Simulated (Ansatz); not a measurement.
## Phonons of AlRu (Pm-3m) against volume

Wanted: Grüneisen parameters and pressure coefficients of the modes of AlRu (Pm-3m).

Main program and level: Ansatz 0.2.0; DFT PBEsol, scalar-relativistic, plane waves, PAW; PAW set soft_1.

This is a report of a sequence of runs, with most program output left out.

### 1. Set-up

The structure is cubic, space group Pm-3m (No. 221). The conventional cell has a = 2.992 Å, b = 2.992 Å, c = 2.992 Å, α = 90.00°, β = 90.00°, γ = 90.00°. Nearest to Al lie 8 Ru at 2.59 Å. Nearest to Ru lie 8 Al at 2.59 Å. Farther neighbours are not listed.

### 2. Relaxation

The cell and atoms are relaxed, since residual forces and stress would shift the frequencies.

input.yaml

```yaml
crystal:
  lattice:
    - [2.9916, 0.0, 0.0]
    - [0.0, 2.9916, 0.0]
    - [0.0, 0.0, 2.9916]
  atoms:
    - { symbol: Al, position: [0.0, 0.0, 0.0] }
    - { symbol: Ru, position: [0.5, 0.5, 0.5] }
kpoints:
  mp_grid: { grid: [14, 14, 14] }
hamiltonian:
  xc: pbesol
  pseudopotentials: { kind: paw, azcp: { folder: soft_1 }, xc_functional: pbe }
scf:
  occupations: { method: gaussian, width: 0.1 }
output:
  forces: true
  stress: true
  eigenvalues: true
relax:
  adjacent_minimum: "off"
  f_tol: 0.005
  max_steps: 80
  cell: { stress_tol: 0.05 }
```

Started as:

```
$ ansatz run input.yaml --threads 4 --pin off --max-ram 10240MiB --backend cpu --events-out ev --progress --plain --runs-dir out
```

Elapsed: 2.5 s, on 4 threads of Arm Neoverse V2, shared host; peak memory 0.37 GiB.

The steps of the relaxation:

```csv
step,energy less that of the first step (eV),largest force component (eV/Å),pressure (GPa),volume (Å³)
1,0.0000,0.0000,-3.29,26.77
2,-0.0044,0.0000,0.89,26.26
3,-0.0046,0.0000,-0.02,26.37
4*,-0.0043,0.0000,-0.03,26.37
```

Relaxation steps marked * repeat the geometry before them on a plane-wave basis chosen anew for their cell, so energy and pressure can jump there.

The run keeps the 48 symmetry operations that it works with, so distortions that break them were not tested.

```csv
"conventional cell, symmetrised",before,after,change
a (Å),2.992,2.976,-0.5 %
b (Å),2.992,2.976,-0.5 %
c (Å),2.992,2.976,-0.5 %
volume (Å³/atom),13.39,13.18,-1.5 %
```

The relaxed structure:

```xyz
2
Lattice="2.9763 0.0000 0.0000 0.0000 2.9763 0.0000 0.0000 0.0000 2.9763" Properties=species:S:1:pos:R:3 pbc="T T T"
Al    0.0000    0.0000    0.0000
Ru    1.4882    1.4882    1.4882
```

Numbers from this step:

```yaml
pressure: -0.02791 GPa
volume_per_atom: 13.18 Å³
gap_on_the_k_mesh: 0 eV
```

In this step the volume went from 13.39 to 13.18 Å³/atom.

### 3. Tight relaxation

Phonons need small forces and stress, so the relaxation is finished with tight tolerances on 16×16×16 k points.

input.yaml, the sections that differ from step 2:

```yaml
crystal:
  lattice:
    - [2.9763250986, 0.0, 0.0]
    - [0.0, 2.9763250986, 0.0]
    - [0.0, 0.0, 2.9763250986]
  atoms:
    - { symbol: Al, position: [0.0, 0.0, 0.0] }
    - { symbol: Ru, position: [0.5, 0.5, 0.5] }
kpoints:
  mp_grid: { grid: [16, 16, 16] }
scf:
  occupations: { method: methfessel_paxton, width: 0.2 }
relax:
  adjacent_minimum: "off"
  f_tol: 0.001
  max_steps: 60
  cell: { stress_tol: 0.01 }
# hamiltonian, output: as in step 2
```

Elapsed: 2.8 s, on 4 threads; peak memory 0.39 GiB.

Little changed from the start: no atom moved by 0.005 Å and no cell edge by 0.1 %.

Numbers from this step:

```yaml
pressure: -2.00e-4 GPa
```

The forces vanish by symmetry and the pressure is 0.000 GPa, within the tolerances set. The cell now holds 13.18 Å³/atom.

### 4. Modes at rest

The force constants come from the linear response of the density to a displacement.

The modes at rest are the reference of the series.

input.yaml, the sections that differ from step 3:

```yaml
crystal:
  lattice:
    - [2.9760064514, 0.0, 0.0]
    - [0.0, 2.9760064514, 0.0]
    - [0.0, 0.0, 2.9760064514]
  atoms:
    - { symbol: Al, position: [0.0, 0.0, 0.0] }
    - { symbol: Ru, position: [0.5, 0.5, 0.5] }
output:
  eigenvalues: true
phonons:
  method: dfpt
# kpoints, hamiltonian, scf: as in step 3
# relax: removed
```

Elapsed: 7.5 s, on 4 threads; peak memory 0.69 GiB.

Numbers from this step:

```
sum-rule residual before enforcement                    : 1.41e-5 eV/Å²
point group                                             : m-3m
highest optical mode at the zone centre (no LO-TO term) : 321.5 cm⁻¹
lowest optical zone-centre mode                         : 321.5 cm⁻¹
```

Patterns of degenerate modes are one choice out of their space. The modes at Γ (shares of kinetic energy by element, %):

```csv
mode,frequency (cm⁻¹),symmetry,Al %,Ru %
1,0.0,acoustic,21,79
2,0.0,acoustic,21,79
3,0.0,acoustic,21,79
4,321.5,T1u,79,21
5,321.5,T1u,79,21
6,321.5,T1u,79,21
```

Displacements in mode 5 (321.5 cm⁻¹), the largest set to 1:
```
Al1  0.00  0.00  1.00
Ru2  0.00  0.00 -0.27
```

Before it was imposed, the acoustic sum rule was missed by 1.4e-5 eV/Å². Small misses are needed for a sound result but don't prove that mesh and cutoff are converged. The lowest optical mode is real, 321 cm⁻¹.

### 5. Ground state of a member: 1.06 times the volume at rest

The cell is set to 1.06 times the volume at rest; symmetry leaves nothing else free, so this is a single point.

input.yaml, the sections that differ from step 4:

```yaml
crystal:
  lattice:
    - [3.0343743375, 0.0, 0.0]
    - [0.0, 3.0343743375, 0.0]
    - [0.0, 0.0, 3.0343743375]
  atoms:
    - { symbol: Al, position: [0.0, 0.0, 0.0] }
    - { symbol: Ru, position: [0.5, 0.5, 0.5] }
output:
  forces: true
  stress: true
  eigenvalues: true
# kpoints, hamiltonian, scf: as in step 4
# phonons: removed
```

The job ended after 0.92 s (4 threads; peak memory 0.36 GiB).

Numbers from this step:

| Property | Result |
| --- | --- |
| pressure | -11.26 GPa |
| volume per atom | 13.97 Å³ |

The forces vanish by symmetry, at a pressure of -11.26 GPa.

### 6. Zone-centre modes of the member: 1.06 times the volume at rest

The zone-centre modes follow for 1.06 times the volume at rest.

input.yaml: that of step 5 with these lines changed.

```diff
@@ -16,4 +16,4 @@
 output:
-  forces: true
-  stress: true
   eigenvalues: true
+phonons:
+  method: dfpt
```

Run time: 9 s. Hardware: 4 threads; peak memory 0.71 GiB; 33 s of CPU time.

This step gave:

- sum-rule residual before enforcement: 7.11e-5 eV/Å²
- highest optical mode at the zone centre (no LO-TO term): 285.1 cm⁻¹
- lowest optical zone-centre mode: 285.1 cm⁻¹

Patterns of degenerate modes are one choice out of their space. Modes at Γ, with each element's share of the kinetic energy:

```csv
mode,frequency (cm⁻¹),symmetry,Al %,Ru %
1,0.0,acoustic,21,79
2,0.0,acoustic,21,79
3,0.0,acoustic,21,79
4,285.1,T1u,79,21
5,285.1,T1u,79,21
6,285.1,T1u,79,21
```

The optical mode lies at 285.1 cm⁻¹.

For the highest optical mode at the zone centre (no LO-TO term), step 4 gave 321 cm⁻¹; this run, with volume ratio 1.06, gives 285 cm⁻¹ (-11 %).

### 7. Ground state of a member: 0.9 times the volume at rest

The cell is set to 0.9 times the volume at rest; symmetry leaves nothing else free, so this is a single point.

input.yaml, the sections that differ from step 6:

```yaml
crystal:
  lattice:
    - [2.8733026373, 0.0, 0.0]
    - [0.0, 2.8733026373, 0.0]
    - [0.0, 0.0, 2.8733026373]
  atoms:
    - { symbol: Al, position: [0.0, 0.0, 0.0] }
    - { symbol: Ru, position: [0.5, 0.5, 0.5] }
output:
  forces: true
  stress: true
  eigenvalues: true
# kpoints, hamiltonian, scf: as in step 6
# phonons: removed
```

The job ended after 0.81 s (4 threads; peak memory 0.35 GiB).

Numbers from this step:

```
pressure        : 29.10 GPa
volume per atom : 11.86 Å³
```

The forces vanish by symmetry, at a pressure of 29.10 GPa.

### 8. Modes of this member: 0.9 times the volume at rest

The zone-centre modes follow for 0.9 times the volume at rest.

input.yaml: that of step 7 with these lines changed.

```diff
@@ -16,4 +16,4 @@
 output:
-  forces: true
-  stress: true
   eigenvalues: true
+phonons:
+  method: dfpt
```

Wall time 6.9 s (4 threads); peak memory 0.65 GiB; 25 s of CPU time.

This step gave:

| Quantity | Value |
| --- | --- |
| sum-rule residual before enforcement | 7.41e-5 eV/Å² |
| highest optical mode at the zone centre (no LO-TO term) | 388.9 cm⁻¹ |
| lowest optical zone-centre mode | 388.9 cm⁻¹ |

Patterns of degenerate modes are one choice out of their space. The modes at Γ (shares of kinetic energy by element, %):

```csv
mode,frequency (cm⁻¹),symmetry,Al %,Ru %
1,0.0,acoustic,21,79
2,0.0,acoustic,21,79
3,0.0,acoustic,21,79
4,388.9,T1u,79,21
5,388.9,T1u,79,21
6,388.9,T1u,79,21
```

The optical mode lies at 388.9 cm⁻¹.

For the highest optical mode at the zone centre (no LO-TO term), step 4 gave 321 cm⁻¹; this run, with volume ratio 0.9, gives 389 cm⁻¹ (+21 %).

### 9. All members side by side

The members are set side by side, also those not shown above.

Each row is one cell with its response, relaxed at fixed volume as far as symmetry leaves anything free; energies are extrapolated to zero smearing, and E0 is that at rest; shape and atoms are relaxed in each cell where symmetry leaves them free; all runs use 16×16×16 k points and Methfessel-Paxton smearing of 0.2 eV. State of the crystal along the series:

```csv
volume ratio,V (Å³/atom),pressure (GPa),E - E0 (meV/atom)
0.9,11.86,29.1,109
0.92,12.12,21.96,67.06
0.94,12.39,15.55,36.3
0.96,12.65,9.8,15.54
0.98,12.91,4.637,3.742
0.99,13.05,2.257,0.922
1,13.18,-2.00e-4,0
1.02,13.44,-4.165,3.5
1.04,13.71,-7.906,13.5
1.06,13.97,-11.26,29.33
```

Each mode is tracked from rest by its pattern, and modes that stay within 0.3 cm⁻¹ of each other stand once; shape and atoms are relaxed in each cell where symmetry leaves them free; all runs use 16×16×16 k points and Methfessel-Paxton smearing of 0.2 eV. Optical modes along the series:

```csv
V (Å³/atom),mode 4 T1u (cm⁻¹)
11.86,388.9
12.12,374.6
12.39,360.8
12.65,347.3
12.91,334.2
13.05,327.8
13.18,321.5
13.44,309.1
13.71,296.9
13.97,285.1
```

From cubic fits (parabolas where under five rows exist) of ln ω and P against ln V through the rows within about 4 % of rest: γ = −d ln ω / d ln V and dω/dP = γ ω / B. Slopes at rest:

```csv
mode,fitted frequency at rest (cm⁻¹),Grüneisen parameter γ,dω/dP (cm⁻¹/GPa)
mode 4 T1u,321.5,1.96,2.86
```

### 10. Summary of results

```json
{
  "members": "10",
  "highest optical mode at the zone centre (no LO-TO term), at rest": "321.5 cm⁻¹",
  "bulk modulus at rest": "220 GPa",
  "mode 4 T1u, γ": "1.96"
}
```

The series spans -11.3 to 29.1 GPa, and the slope at rest gives a bulk modulus of 220 GPa. The optical mode has γ = 1.96 and moves by 2.9 cm⁻¹ for each GPa. One k mesh and one cutoff serve the ground states and modes of all volumes. These are harmonic frequencies at zero temperature: anharmonic shifts, linewidths and thermal expansion are left out. With no gap, or one that is small against the smearing, the frequencies hang on the k mesh and the smearing, most of all near Kohn anomalies. The runs are without spin polarisation, although the cell has an odd electron count. The PAW files were made for PBE; the program adapts parts of them to the functional of the run, but their partial waves stay those of PBE, an approximation that was not tested in this session. Only the zone centre was solved, so an instability at another wavevector cannot show here.

[Logs are printed without paths, hosts, clocks, repeated set-up lines and the standing remarks that a program may print on its own settings, such as how far it seeks lower states.]

[Hosts, paths, dates, database ids (printed as entryN), source tags and the programs' standing remarks are cut or masked in the printed files.]
